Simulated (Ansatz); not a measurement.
## SnOs (built on the sites of a database entry of ZrRu): from the cell to its phonons

The cell of SnOs (built on the sites of a database entry of ZrRu) is at rest. What are its phonons? After the zone centre comes a 4×4×4 q mesh on a 12×12×12 k mesh.

Program: Ansatz 0.2.0. Level of theory: DFT PBE, scalar-relativistic, plane waves, norm-conserving pseudopotentials. Results are calculated unless marked as measured.

The structure was built from a prototype and need not be the compound's stable phase.

## 1. Starting point

Symmetry: Pm-3m, No. 221, cubic system. Conventional cell: a = 3.254 Å, b = 3.254 Å, c = 3.254 Å, α = 90.00°, β = 90.00°, γ = 90.00°. Nearest to Sn lie 8 Os at 2.82 Å. Nearest to Os lie 8 Sn at 2.82 Å. Farther neighbours are not listed.

## 2. Linear response at the zone centre

The cell comes from relaxations at this level that are not shown. The zone centre comes first: it holds the modes that light can see, as far as symmetry allows. No field response is asked, since the mesh shows no gap.

input.yaml reads:

```yaml
crystal:
  lattice:
    - [3.2538998202, 0.0, 0.0]
    - [0.0, 3.2538998202, 0.0]
    - [0.0, 0.0, 3.2538998202]
  atoms:
    - { symbol: Sn, position: [0.5, 0.5, 0.5] }
    - { symbol: Os, position: [0.0, 0.0, 0.0] }
kpoints:
  mp_grid: { grid: [12, 12, 12] }
hamiltonian:
  xc: pbe
  pseudopotentials: { kind: nc }
scf:
  occupations: { method: methfessel_paxton, width: 0.15 }
output:
  eigenvalues: true
phonons:
  method: dfpt
```

Launch:

```
ansatz run input.yaml --threads 4 --pin off --max-ram 7168MiB --backend cpu --events-out ev --progress --plain --runs-dir out
```

Numbers of over 12 decimals in the logs are rounded to 6 here.

Output:

```text
Engine: ansatz 0.2.0, aarch64-unknown-linux-gnu
Pseudopotentials: kind: nc
Pseudopotential: Sn, nc, valence charge 14, recommended cutoff 979.609905 eV (normal), Sn.nc.azcp
Pseudopotential: Os, nc, valence charge 16, recommended cutoff 1006.821291 eV (normal), Os.nc.azcp
Functional definition: PBE
  parameter kappa = 0.804
  parameter beta = 0.066725
  exchange = pbe_x(kappa = kappa, mu = beta*pi^2/3)
  correlation = pbe_c(beta = beta)
Crystal: 2 atoms, lattice volume = 34.452 Å³
Basis set: ecut = 1006.821291 eV, 2517 PW (Γ), exchange–correlation on 72×72×72 points (8 copies of the dense FFT grid, shifted against one another)
Bands: 19, of which v1, the nominal top of the filled ones, is band 15 counted from 1 (14 counted from 0)
Symmetry: 48 space group operations
k-points: 196 of 1728 (irreducible under 8 space group operations, time reversal used)
Non-local potential: Sn, projectors of the file, l = 0: 3, l = 1: 3, l = 2: 2, l = 3: 2
Non-local potential: Os, projectors of the file, l = 0: 2, l = 1: 2, l = 2: 2, l = 3: 2
Initial density: superposition of atomic densities (chi_scale 0.1, normalization cell, long waves kept (reshape's long-wave potential 0.00 eV rms))
Initial wavefunctions: pseudopotential atomic-orbital guess
Functional: x = pbe(κ = 0.804, μ = 0.219515), c = pbe(β = 0.066725)
SCF iter   1: F=—  HF=-4958.367778 eV  |F-HF|=—  |Δ(HF+E_count)|=         —  Δρ=3.90e-2  dr2=2.99e-1  ethr=3.10e-3  ⟨swp⟩=7.7  Hψ=22143  notcnv=0
preconditioner: auto → none  [metal: Δε(μ)=0.044 eV  Ē_g=15.674 eV  σ=0.150 eV  W_gap=0.25  n_scr=6 (ndim 8)  ℏωp=29.7 eV  f_vac=0.000  D(μ)=0.38/eV (n_scr^D=0)  sad-step TF]
SCF iter   2: F=—  HF=-4958.309167 eV  |F-HF|=—  |Δ(HF+E_count)|=   5.86e-2  S|Δr|=    0.00e0  Δρ=2.31e-2  dr2=1.24e-1  ethr=9.96e-4  ⟨swp⟩=3.3  Hψ=8197  notcnv=0
SCF iter   3: F=—  HF=-4958.277855 eV  |F-HF|=—  |Δ(HF+E_count)|=   3.13e-2  S|Δr|=    0.00e0  Δρ=7.61e-3  dr2=3.29e-2  ethr=4.13e-4  ⟨swp⟩=4.2  Hψ=9907  notcnv=0
SCF iter   4: F=—  HF=-4958.271266 eV  |F-HF|=—  |Δ(HF+E_count)|=   6.59e-3  S|Δr|=    0.00e0  Δρ=2.52e-3  dr2=1.30e-3  ethr=1.10e-4  ⟨swp⟩=3.2  Hψ=7767  notcnv=0
SCF iter   5: F=—  HF=-4958.270978 eV  |F-HF|=—  |Δ(HF+E_count)|=   2.88e-4  S|Δr|=    0.00e0  Δρ=5.08e-4  dr2=2.59e-5  ethr=4.35e-6  ⟨swp⟩=3.9  Hψ=8504  notcnv=0
SCF iter   6: F=—  HF=-4958.270971 eV  |F-HF|=—  |Δ(HF+E_count)|=   7.24e-6  S|Δr|=    0.00e0  Δρ=4.45e-5  dr2=1.75e-7  ethr=8.62e-8  ⟨swp⟩=3.6  Hψ=8382  notcnv=0
SCF iter   7: F=—  HF=-4958.270971 eV  |F-HF|=—  |Δ(HF+E_count)|=   1.23e-7  S|Δr|=    0.00e0  Δρ=1.03e-5  dr2=9.98e-9  ethr=5.83e-10  ⟨swp⟩=4.3  Hψ=9344  notcnv=0
SCF iter   8: F=—  HF=-4958.270971 eV  |F-HF|=—  |Δ(HF+E_count)|=   6.64e-9  S|Δr|=    0.00e0  Δρ=1.29e-6  dr2=1.14e-10  ethr=3.33e-11  ⟨swp⟩=3.4  Hψ=8283  notcnv=0
SCF iter   9: F=-4958.270971 eV  HF=-4958.270971 eV  |F-HF|=9.09e-13  |Δ(HF+E_count)|=  1.18e-11  S|Δr|=    0.00e0  Δρ=1.17e-7  dr2=1.62e-12  ethr=1.00e-12  ⟨swp⟩=16.4  Hψ=34025  notcnv=0
SCF 1 converged in 9 iterations: F = -4958.270971 eV  dr2 = 1.62e-12
DFPT response loops at Γ: preconditioner auto → Kerker (q_TF=auto, 2.666 Å⁻¹) (partly filled bands, converged f_vac=0.000); β = 1.00, the filter's whole step (`scf.mixing.beta` (0.50) is not read by the response loops under this deck's `scf.mixing.preconditioner`; to damp them name `kerker` or `kerker_dos`, under which they read `scf.mixing.beta`, and type it under 1.00, their step now; both keys bind the ground state too); Broyden in place of MSR1
SCF converged after 9 iterations
Stability not checked: this state was not tested for a lower state beside it, because cold or Methfessel-Paxton smearing, or corrected tetrahedra, fill the levels in a way that the test cannot read (fill_not_monotonic; see scf.lower_state_search)
Free energy (F): -4958.270971 eV
Harris-Foulkes:  -4958.270971 eV  (|F-HF|=9.09e-13)
Internal energy: -4958.271668 eV  (E = F + TS)
E sigma→0 (E₀):  -4958.271145 eV
Entropy (-TS):   0.000697 eV (0.349 meV/atom)
Fermi energy:    19.856115 eV
--- Per-component energies (eV) ---
  E_band       = -111.689985
  E_kinetic    = 2127.920819
  E_local      = -1978.432314  (includes V_loc(G=0)·N_el)
  E_nonlocal   = -992.142592
  E_hartree    = 738.743669
  E_xc         = -1221.755693
  E_vxc        = -746.523267  (∫ρ·V_xc dr)
  E_ewald      = -3632.605557
  E_smearing   = 0.000697  (= −TS)
  E_closure    = 0.000000  (closes the sum)
  Σ components = -4958.270971   (vs F -4958.270971, Δ=0.00e0)
--- Band table (eV; the first three rows and the last of 196) ---
  k-point 0: bands = [... 11 lower, 16.0965, 19.2836, 19.2836, 19.2836, 22.2022, 22.2022, 22.2022, 26.6345]
  k-point 1: bands = [... 11 lower, 16.1142, 19.0067, 19.0067, 19.2811, 21.5557, 22.6042, 22.6042, 27.2163]
  k-point 2: bands = [... 11 lower, 16.1635, 18.4483, 18.4483, 19.2745, 20.4945, 23.5413, 23.5413, 28.0008]
  k-point 195: bands = [... 11 lower, 14.0825, 16.3581, 20.5382, 20.5382, 22.5075, 22.5075, 22.5075, 23.9485]
--- Phonons (Γ-DFPT): 2 representative perturbations + reference, on 196 of 1728 k-points (Σ response iterations 6) ---
  k mesh reduced under 8 symmetry operations, with k and −k counted as one. Each operation leaves every solved perturbation unchanged. A smaller set is not used because it would not reduce the number of displacements times k-points to solve
  ASR residual: 9.689e-5 → 0.000e0 eV/Å²; symmetrization residual: 2.466e-5 eV/Å²
  ASR residual per site (eV/Å²): 7.00e-5 9.69e-5
  Γ frequencies (cm⁻¹): 0.00 0.00 0.00 142.97 142.97 142.97
  non-analytic LO–TO correction: not included (Born effective charges unavailable; polar crystals: no LO–TO splitting at Γ)
```

Elapsed: 30 s, on 4 threads of Arm Neoverse V2, shared host; peak memory 1.6 GiB; 1.9 min of CPU time.

The column dr2 measures how far the density is from self-consistency, as an energy; F and HF (Harris–Foulkes) agree once it is small.

This step gave:

```
volume per atom                                         : 17.23 Å³
gap on the k-mesh                                       : 0 eV
sum-rule residual before enforcement                    : 9.69e-5 eV/Å²
point group                                             : m-3m
highest optical mode at the zone centre (no LO-TO term) : 143.0 cm⁻¹
lowest optical zone-centre mode                         : 143.0 cm⁻¹
```

Patterns of degenerate modes are one choice out of their space. The modes at Γ (shares of kinetic energy by element, %):

| mode | frequency (cm⁻¹) | symmetry | Sn % | Os % |
| --- | --- | --- | --- | --- |
| 1 | 0.0 | acoustic | 38 | 62 |
| 2 | 0.0 | acoustic | 38 | 62 |
| 3 | 0.0 | acoustic | 38 | 62 |
| 4 | 143.0 | T1u | 62 | 38 |
| 5 | 143.0 | T1u | 62 | 38 |
| 6 | 143.0 | T1u | 62 | 38 |

Displacements in mode 4 (143.0 cm⁻¹), the largest set to 1:
```
Sn1  0.00  1.00  0.00
Os2  0.00 -0.62  0.00
```

Before it was imposed, the acoustic sum rule was missed by 9.7e-5 eV/Å². Small misses are needed for a sound result but don't prove that mesh and cutoff are converged. The lowest optical mode is real, 143 cm⁻¹.

(Part 1 of 2 ends here.)

[Logs are printed without paths, hosts, clocks, repeated set-up lines and the standing remarks that a program may print on its own settings, such as how far it seeks lower states.]

[Hosts, paths, dates, database ids (printed as entryN), source tags and the programs' standing remarks are cut or masked in the printed files.]
